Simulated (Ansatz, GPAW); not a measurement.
# Optical response of Li3SCl (model structure), part 2 of 3

Aim: the dielectric function of Li3SCl (model structure), and the optical constants that follow from it. The structure is a model built here, which may or may not match a known phase. It was built so: All Br replaced by Cl and O replaced by S in the Pm-3m structure of Li3BrO. The cell is first relaxed with Ansatz.

GPAW 26.7.0; DFT, PBE, plane-wave PAW (GPAW data sets), scalar-relativistic, RPA, optical limit.

So far: Starting point; Relaxation.

**3. Ground state**

First the ground state: is it a metal or has it a gap?

This step: DFT, PBE, plane-wave PAW (GPAW data sets), scalar-relativistic, ground state (GPAW 26.7.0).

The input, gs.py:

```python
from ase import Atoms
from ase.dft.bandgap import bandgap
from gpaw import GPAW, PW, FermiDirac

atoms = Atoms(['Cl', 'S', 'Li', 'Li', 'Li'],
              cell=[[4.591485194600, 0.000000000000, 0.000000000000],
                    [0.000000000000, 4.591485194600, 0.000000000000],
                    [0.000000000000, 0.000000000000, 4.591485194600]],
              scaled_positions=[[0.500000000000, 0.500000000000, 0.500000000000],
                                [1.000000000000, 0.000000000000, 0.000000000000],
                                [0.000000000000, 0.000000000000, 0.500000000000],
                                [0.000000000000, 0.500000000000, 1.000000000000],
                                [0.500000000000, 0.000000000000, 1.000000000000]],
              pbc=[True, True, True])
atoms.calc = GPAW(mode=PW(500), xc='PBE', kpts={'size': (5, 5, 5), 'gamma': True},
                  occupations=FermiDirac(0.05), maxiter=150, txt='gs.txt')
print('energy (eV)', atoms.get_potential_energy())
print('Fermi level (eV)', atoms.calc.get_fermi_level())
print('valence electrons', atoms.calc.get_number_of_electrons())
print('gap (eV)', bandgap(atoms.calc, output=None)[0])
print('direct gap (eV)', bandgap(atoms.calc, direct=True, output=None)[0])
atoms.calc.write('gs.gpw')
```

Launch:

```bash
$ OMP_NUM_THREADS=1 python gs.py
```

Numbers of over 12 decimals in the logs are rounded to 6 here.

Output:

```text
__  _  _
 | _ |_)|_||  |
 |__||  | ||/\| - 26.7.0

Versions:
  Python: 3.12.14
  ASE:    3.29.0
  Numpy:  2.5.5
  Scipy:  1.18.1
  Libxc:  7.0.0

Input parameters:
  mode=PW(ecut=500.0),
  kpts=MonkhorstPack(size=(5, 5, 5), gamma=True),
  maxiter=150,
  occupations=Occupations(name='fermi-dirac', width=0.05, fixmagmom=False),
  xc=XC(name='PBE')

Diagonalizing LCAO Hamiltonian
Converting LCAO to pw mode
    .----------.
   /|          |
  / |          |
 *  |          |
 |  |   Cl     |
 |  |          |
 Li .----------.
 | Li         /
 |/          /
 S-----Li---*

Atoms  # Å, Bohr magnetons
|   | symbol |        x |        y |        z |    initial magnetic moments |
| 0 |     Cl | 2.295743 | 2.295743 | 2.295743 | ( 0.0000,  0.0000,  0.0000) |
| 1 |      S | 4.591485 | 0.000000 | 0.000000 | ( 0.0000,  0.0000,  0.0000) |
| 2 |     Li | 0.000000 | 0.000000 | 2.295743 | ( 0.0000,  0.0000,  0.0000) |
| 3 |     Li | 0.000000 | 2.295743 | 4.591485 | ( 0.0000,  0.0000,  0.0000) |
| 4 |     Li | 2.295743 | 0.000000 | 4.591485 | ( 0.0000,  0.0000,  0.0000) |

Unit cell  # Å
| periodic |        x |        y |        z |  lengths |    angles |
|      yes | 4.591485 | 0.000000 | 0.000000 | 4.591485 | 90.000000 |
|      yes | 0.000000 | 4.591485 | 0.000000 | 4.591485 | 90.000000 |
|      yes | 0.000000 | 0.000000 | 4.591485 | 4.591485 | 90.000000 |

Number of symmetries: 48
Symmetry operations  # r_c * U_cc + t_c -> r_c
|    | kind |            matrix            |
|  0 |  E   |  1, 0, 0,  0, 1, 0,  0, 0, 1 |
|  1 |  σ   |  1, 0, 0,  0, 1, 0,  0, 0,-1 |
|  2 |  σ   |  1, 0, 0,  0, 0, 1,  0, 1, 0 |
|  3 |  C4  |  1, 0, 0,  0, 0, 1,  0,-1, 0 |
|  4 |  C4  |  1, 0, 0,  0, 0,-1,  0, 1, 0 |
|  5 |  σ   |  1, 0, 0,  0, 0,-1,  0,-1, 0 |
|  6 |  σ   |  1, 0, 0,  0,-1, 0,  0, 0, 1 |
|  7 |  C2  |  1, 0, 0,  0,-1, 0,  0, 0,-1 |
|  8 |  σ   |  0, 1, 0,  1, 0, 0,  0, 0, 1 |
|  9 |  C2  |  0, 1, 0,  1, 0, 0,  0, 0,-1 |
| 10 |  C3  |  0, 1, 0,  0, 0, 1,  1, 0, 0 |
| 11 |  S6  |  0, 1, 0,  0, 0, 1, -1, 0, 0 |
| 12 |  S6  |  0, 1, 0,  0, 0,-1,  1, 0, 0 |
| 13 |  C3  |  0, 1, 0,  0, 0,-1, -1, 0, 0 |
| 14 |  C4  |  0, 1, 0, -1, 0, 0,  0, 0, 1 |
| 15 |  S4  |  0, 1, 0, -1, 0, 0,  0, 0,-1 |
| 16 |  C3  |  0, 0, 1,  1, 0, 0,  0, 1, 0 |
| 17 |  S6  |  0, 0, 1,  1, 0, 0,  0,-1, 0 |
| 18 |  σ   |  0, 0, 1,  0, 1, 0,  1, 0, 0 |
| 19 |  C4  |  0, 0, 1,  0, 1, 0, -1, 0, 0 |
| 20 |  C2  |  0, 0, 1,  0,-1, 0,  1, 0, 0 |
| 21 |  S4  |  0, 0, 1,  0,-1, 0, -1, 0, 0 |
| 22 |  S6  |  0, 0, 1, -1, 0, 0,  0, 1, 0 |
| 23 |  C3  |  0, 0, 1, -1, 0, 0,  0,-1, 0 |
| 24 |  S6  |  0, 0,-1,  1, 0, 0,  0, 1, 0 |
| 25 |  C3  |  0, 0,-1,  1, 0, 0,  0,-1, 0 |
| 26 |  C4  |  0, 0,-1,  0, 1, 0,  1, 0, 0 |
| 27 |  σ   |  0, 0,-1,  0, 1, 0, -1, 0, 0 |
| 28 |  S4  |  0, 0,-1,  0,-1, 0,  1, 0, 0 |
| 29 |  C2  |  0, 0,-1,  0,-1, 0, -1, 0, 0 |
| 30 |  C3  |  0, 0,-1, -1, 0, 0,  0, 1, 0 |
| 31 |  S6  |  0, 0,-1, -1, 0, 0,  0,-1, 0 |
| 32 |  C4  |  0,-1, 0,  1, 0, 0,  0, 0, 1 |
| 33 |  S4  |  0,-1, 0,  1, 0, 0,  0, 0,-1 |
| 34 |  S6  |  0,-1, 0,  0, 0, 1,  1, 0, 0 |
| 35 |  C3  |  0,-1, 0,  0, 0, 1, -1, 0, 0 |
| 36 |  C3  |  0,-1, 0,  0, 0,-1,  1, 0, 0 |
| 37 |  S6  |  0,-1, 0,  0, 0,-1, -1, 0, 0 |
| 38 |  σ   |  0,-1, 0, -1, 0, 0,  0, 0, 1 |
| 39 |  C2  |  0,-1, 0, -1, 0, 0,  0, 0,-1 |
| 40 |  σ   | -1, 0, 0,  0, 1, 0,  0, 0, 1 |
| 41 |  C2  | -1, 0, 0,  0, 1, 0,  0, 0,-1 |
| 42 |  C2  | -1, 0, 0,  0, 0, 1,  0, 1, 0 |
| 43 |  S4  | -1, 0, 0,  0, 0, 1,  0,-1, 0 |
| 44 |  S4  | -1, 0, 0,  0, 0,-1,  0, 1, 0 |
| 45 |  C2  | -1, 0, 0,  0, 0,-1,  0,-1, 0 |
| 46 |  C2  | -1, 0, 0,  0,-1, 0,  0, 0, 1 |
| 47 |  i   | -1, 0, 0,  0,-1, 0,  0, 0,-1 |

BZ-sampling:
  Number of BZ points: 125
  Number of IBZ points: 10

  Monkhorst-Pack size: [5, 5, 5]
  Monkhorst-Pack shift: [0, 0, 0]

K-points  # in reciprocal-cell coordinates
|   |                                coordinates |     weight |
| 0 | (  0.00000000,   0.00000000,   0.00000000) | 0.00800000 |
| 1 | (  0.20000000,   0.00000000,   0.00000000) | 0.04800000 |
| 2 | (  0.20000000,   0.20000000,   0.00000000) | 0.09600000 |
| 3 | (  0.20000000,   0.20000000,   0.20000000) | 0.06400000 |
| 4 | (  0.40000000,   0.00000000,   0.00000000) | 0.04800000 |
| 5 | (  0.40000000,   0.20000000,   0.00000000) | 0.19200000 |
| 6 | (  0.40000000,   0.20000000,   0.20000000) | 0.19200000 |
| 7 | (  0.40000000,   0.40000000,   0.00000000) | 0.09600000 |
| 8 | (  0.40000000,   0.40000000,   0.20000000) | 0.19200000 |
| 9 | (  0.40000000,   0.40000000,   0.40000000) | 0.06400000 |

Plane wave coefficients: 2517
Cutoff: 500.0 eV

Spin-components: 1 (collinear spins)
Bands:           14
Projectors:      19
Spin-degeneracy: 2
Datatype:        complex128

Parallelization:
  kpt:    1
  domain: 1
  band:   1

Density:
  Valence electrons: 16.0
  Components: 1
  Grid points: [24 24 24]
  Charge: 0.0  # |e|

Potential:
  Grid points: [24 24 24]

species:
  Cl:
    name:    Chlorine
    id:
    Z:       17.0
    valence: 7
    core:    10
    charge:  0.0  # [|e|]
    compensation charges:
      type: gauss
      rc: 0.25  # [Å]
      lmax: 2
    cutoffs:
      filter: 1.40  # [Å]
      core: 1.49  # [Å]
    projectors
    | kind |    occ | energy [eV] | rcut [Å] |
    |   3s |  2.000 |     -20.689 |    0.794 |
    |   3p |  5.000 |      -8.594 |    0.794 |
    |    s |        |       6.523 |    0.794 |
    |    p |        |      18.617 |    0.794 |
    |    d |        |       0.000 |    0.794 |

    Using partial waves for Cl as LCAO basis

  S:
    name:    Sulfur
    id:
    Z:       16.0
    valence: 6
    core:    10
    charge:  0.0  # [|e|]
    compensation charges:
      type: gauss
      rc: 0.24  # [Å]
      lmax: 2
    cutoffs:
      filter: 1.77  # [Å]
      core: 1.66  # [Å]
    projectors
    | kind |    occ | energy [eV] | rcut [Å] |
    |   3s |  2.000 |     -17.254 |    0.974 |
    |   3p |  4.000 |      -7.008 |    0.979 |
    |    s |        |       9.957 |    0.974 |
    |    p |        |      20.203 |    0.979 |
    |    d |        |       0.000 |    0.900 |

    Using partial waves for S as LCAO basis

  Li:
    name:    Lithium
    id:
    Z:       3.0
    valence: 1
    core:    2
    charge:  0.0  # [|e|]
    compensation charges:
      type: gauss
      rc: 0.33  # [Å]
      lmax: 2
    cutoffs:
      filter: 1.91  # [Å]
      core: 2.55  # [Å]
    projectors
    | kind |    occ | energy [eV] | rcut [Å] |
    |   2s |  1.000 |      -2.874 |    1.058 |
    |   2p |  0.000 |      -1.090 |    1.058 |
    |    s |        |      24.337 |    1.058 |

    Using partial waves for Li as LCAO basis

Reference energy: -24020.932754  # eV

eigensolver:
  PPCG
  Converge bands: occupied
  niter=2

density mixing:
  MSR1-Mixer
  Pratt-step length: 0.05
  Maximum mixing coefficient: 0.75
  Old densities: 10
  SVD Regularization: 0.005
  Good broyden scale: 1.0
  Trust region scale: 1.0
  Backstep threshold: 4.0
  History deletion threshold: 6.0
  Fourier metric: weight=20.0, sigma=0.015

occupation numbers:
  Fermi-Dirac:
    width: 0.0500  # eV

poisson solver:
  ecut: 4000.0  # eV

xc functional:
  name: PBE with 2 nearest neighbor stencil

convergence criteria:
- Maximum [total energy] change in last 3 cyles: 0.0005 eV / valence electron
- Maximum integral of absolute [dens]ity change: 0.0001 electrons / valence electron
- Maximum integral of absolute [eigenst]ate change: 4e-08 eV^2 / valence electron
maximum number of iterations: 150

SCF iterations
|iter     |      energy | eigst |  dens |
|iter:   1||  -18.974042 | -0.69 |       |
|iter:   2||  -18.844828 | -2.42 | -0.95 |
|iter:   3||  -18.405413 | -1.63 | -0.98 |
|iter:   4||  -18.424439 | -3.09 | -1.45 |
|iter:   5||  -18.430959 | -3.72 | -1.84 |
|iter:   6||  -18.431149c| -4.93 | -2.72 |
|iter:   7||  -18.431205c| -5.73 | -3.04 |
|iter:   8||  -18.431205c| -7.15 | -3.97 |
|iter:   9||  -18.431205c| -8.29c| -4.50c|

Converged in 9 steps
SCF loop duration: 4.187 s (0.465 s/step)
Energy contributions relative to reference atoms: (reference = -24020.932754)

Energy contributions:
  Kinetic:          20.401858
  Coulomb:         -20.484146
  Zero:              0.049290
  External:          0.000000
  Xc:              -18.398207
  Entropy:          -0.000000
  Spinorbit:         0.000000
  ----------------------------
  Free energy:     -18.431205
  Extrapolated:    -18.431205

dipole moment: (-19.962905, -19.962905, -19.962905)  # |e|*Ang

Fermi level: 1.641
Eigenvalues  # (at kpt = [0.000, 0.000, 0.000])
| band index |      eig [eV] | occ [0-2] |
|          0 |       -12.825 |     2.000 |
|          1 |       -10.036 |     2.000 |
|          2 |        -1.670 |     2.000 |
|          3 |        -1.670 |     2.000 |
|          4 |        -1.670 |     2.000 |
|          5 |        -0.268 |     2.000 |
|          6 |        -0.268 |     2.000 |
|          7 |        -0.268 |     2.000 |
|          8 |         4.187 |     0.000 |
|          9 |         6.551 |     0.000 |
|         10 |         6.551 |     0.000 |
|         11 |        10.312 |     0.000 |
|         12 |        10.312 |     0.000 |
|         13 |        10.312 |     0.000 |

Gap: 4.152 eV
Transition (v -> c):
  (s=0, k=7, n=7, [0.40, 0.40, 0.00]) -> (s=0, k=0, n=8, [0.00, 0.00, 0.00])
Direct/indirect transitions are different
Direct gap: 4.454 eV
Transition at: (s=0, k=0, n=7, [0.00, 0.00, 0.00])

--- standard output ---
energy (eV) -18.431205
Fermi level (eV) 1.640771
valence electrons 16.0
gap (eV) 4.151747
direct gap (eV) 4.454471
```

The job ended after 5.5 s (1 thread of Arm Neoverse V2, shared host; peak memory 0.15 GiB).

Read-outs, printed or worked out from the files:

```
energy                 : -18.43 eV
Fermi energy           : 1.641 eV
gap on the k-mesh      : 4.152 eV
direct gap on the mesh : 4.454 eV
electrons              : 16
```

There is a gap, 4.15 eV on this mesh (points off the mesh can give less), so no carriers' term is needed.

**4. Bands for the response**

The response needs many more empty bands than the density does.

This step: DFT, PBE, plane-wave PAW (GPAW data sets), scalar-relativistic, bands at fixed density (GPAW 26.7.0).

The input, nscf.py:

```python
from ase.dft.bandgap import bandgap
from gpaw import GPAW, FermiDirac

calc = GPAW('gs.gpw').fixed_density(kpts={'size': (7, 7, 7), 'gamma': True}, nbands=47, convergence={'bands': 41},
                                    occupations=FermiDirac(0.001), txt='nscf.txt')
print('gap (eV)', bandgap(calc, output=None)[0])
print('direct gap (eV)', bandgap(calc, direct=True, output=None)[0])
print('top band over the Fermi level (eV)', min(calc.get_eigenvalues(kpt=k)[40] for k in range(len(calc.get_ibz_k_points()))) - calc.get_fermi_level())
calc.write('full.gpw', mode='all')
```

Launch:

```bash
$ OMP_NUM_THREADS=1 python nscf.py
```

Output:

```text
Diagonalizing LCAO Hamiltonian
Converting LCAO to pw mode
convergence criteria:
- Maximum integral of absolute [eigenst]ate change: 4e-08 eV^2 / valence electron
maximum number of iterations: 150

SCF iterations
|iter     |      energy | eigst |  dens |
|iter:   1||             | +3.56 |       |
|iter:   2||             | +2.27 |       |
|iter:   3||             | +1.29 |       |
|iter:   4||             | +0.29 |       |
|iter:   5||             | -0.64 |       |
|iter:   6||             | -1.52 |       |
|iter:   7||             | -2.42 |       |
|iter:   8||             | -3.24 |       |
|iter:   9||             | -4.10 |       |
|iter:  10||             | -4.88 |       |
|iter:  11||             | -5.69 |       |
|iter:  12||             | -6.41 |       |
|iter:  13||             | -7.07 |       |
|iter:  14||             | -7.68c|       |
SCF steps: 14
  __  _  _
 | _ |_)|_||  |
 |__||  | ||/\| - 26.7.0

Versions:
  Python: 3.12.14
  ASE:    3.29.0
  Numpy:  2.5.5
  Scipy:  1.18.1
  Libxc:  7.0.0

Input parameters:
  mode=PW(ecut=500.0),
  convergence={'bands': 41},
  gpts=array([24, 24, 24]),
  kpts=MonkhorstPack(size=(7, 7, 7), gamma=True),
  maxiter=150,
  nbands=47,
  occupations=Occupations(name='fermi-dirac', width=0.001, fixmagmom=False),
  parallel={},
  xc=XC(name='PBE')

--- standard output ---
gap (eV) 4.133923
direct gap (eV) 4.342654
top band over the Fermi level (eV) 22.895195
```

It took 37 s on 1 thread; peak memory 0.2 GiB.

Numbers from this step:

```
gap on the k-mesh      : 4.134 eV
direct gap on the mesh : 4.343 eV
```

[end of part 2 of 3]

[Machine, clock and banner lines and Python warnings are left out of the logs.]

[Logs are printed without paths, hosts, clocks, repeated set-up lines and the standing remarks that a program may print on its own settings, such as how far it seeks lower states.]

[Hosts, paths, dates, database ids (printed as entryN), source tags and the programs' standing remarks are cut or masked in the printed files.]
